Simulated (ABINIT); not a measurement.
# Calculated records

Al2O3 (Corundum): G0W0 with ABINIT, start to end. It takes space group R-3c (No. 167, trigonal). Conventional cell: a = 4.760 Å, b = 4.760 Å, c = 12.996 Å, α = 90.00°, β = 90.00°, γ = 120.00°. Nearest to Al lie 6 O at 1.85 to 1.97 Å. O has 4 Al at 1.85 to 1.97 Å nearest. Farther neighbours, and contacts between anions beyond the nearest, are not listed. The calculation used RPA screening on PBE, plane waves, norm-conserving pseudopotentials (and 2 further levels or steps) in ABINIT 10.8.3, with cutoff 36 Ha, PseudoDojo scalar-relativistic 0.4.1 standard, norm-conserving, potential set dojo-sr-pbe-0.4.1-standard, ngkpt (2, 2, 2), nband 156, ecuteps 3.9 Ha, inclvkb 2, shiftk (0, 0, 0), symchi 1, awtr 1, frequency ppm, 2×2×2 k-mesh. The PBE gap is 6.27 eV, direct. The G0W0 gap on the mesh is 8.27 eV and the GW settings are 2×2×2 mesh, 156 bands, screening to 106.1 eV, Godby-Needs plasmon pole. The known limits are short of the basis limit; coarse k mesh. It took 5 runs, 4.5 min in all on 4 MPI ranks of Arm Neoverse V1, shared host. G0W0 moves the gap on the mesh from 6.27 eV to 8.27 eV (+2.01 eV), with Z of 0.82 and 0.86 at the edges. Local fields lower the RPA ε∞ on this mesh from 3.33 to 3.13; a Γ-centred mesh this coarse tends to raise both, most where the direct gap is narrow, while a short band sum lowers them. The cell and positions come from the Crystallography Open Database and are kept as given unless a step says otherwise. The 2×2×2 mesh is coarse for this cell, which bears on the long-range parts of exchange and screening.

```xyz
10
Lattice="2.3802 1.3742 4.3319 -2.3802 1.3742 4.3319 0.0000 -2.7485 4.3319" Properties=species:S:1:pos:R:3 pbc="T T T"
Al    0.0000    0.0000    4.5765
Al    0.0000    0.0000    1.9213
Al    0.0000    0.0000    8.4191
Al    0.0000    0.0000   11.0743
O    -0.9203    1.3742    7.5808
O    -0.7300   -1.4841    7.5808
O     1.6503    0.1099    7.5808
O     0.9203   -1.3742    5.4148
O     0.7300    1.4841    5.4148
O    -1.6503   -0.1099    5.4148
```

[Long decimals in the printed logs are rounded to 6 places.]

[Logs are printed without paths, hosts, clocks, repeated set-up lines and the standing remarks that a program may print on its own settings, such as how far it seeks lower states.]

[Paths, hosts, dates, memory and timing lines, banners, echoed tables and standing remarks are left out of the program output; an Ansatz launch command may be rebuilt from the run's recorded settings. Measured values are a selection of at most five: reports struck by readers or far from the other reports are left out. None is set beside runs whose start may be inverted or whose files or cutoffs have a known fault.]

[Runs of the session that timed out or met a known fault of the program may be left out.]

[Hosts, paths, dates, database ids (printed as entryN), source tags and the programs' standing remarks are cut or masked in the printed files.]

[G0W0 gaps are taken among the corrected bands and points alone; a level outside them can change the order at an edge.]

[Where Ansatz stands beside ABINIT at settings called matched, ABINIT's density can come from a denser mesh and the files from another edition; pairs whose starting gaps differed by over 0.03 eV were left out, so agreement reads better than it is.]
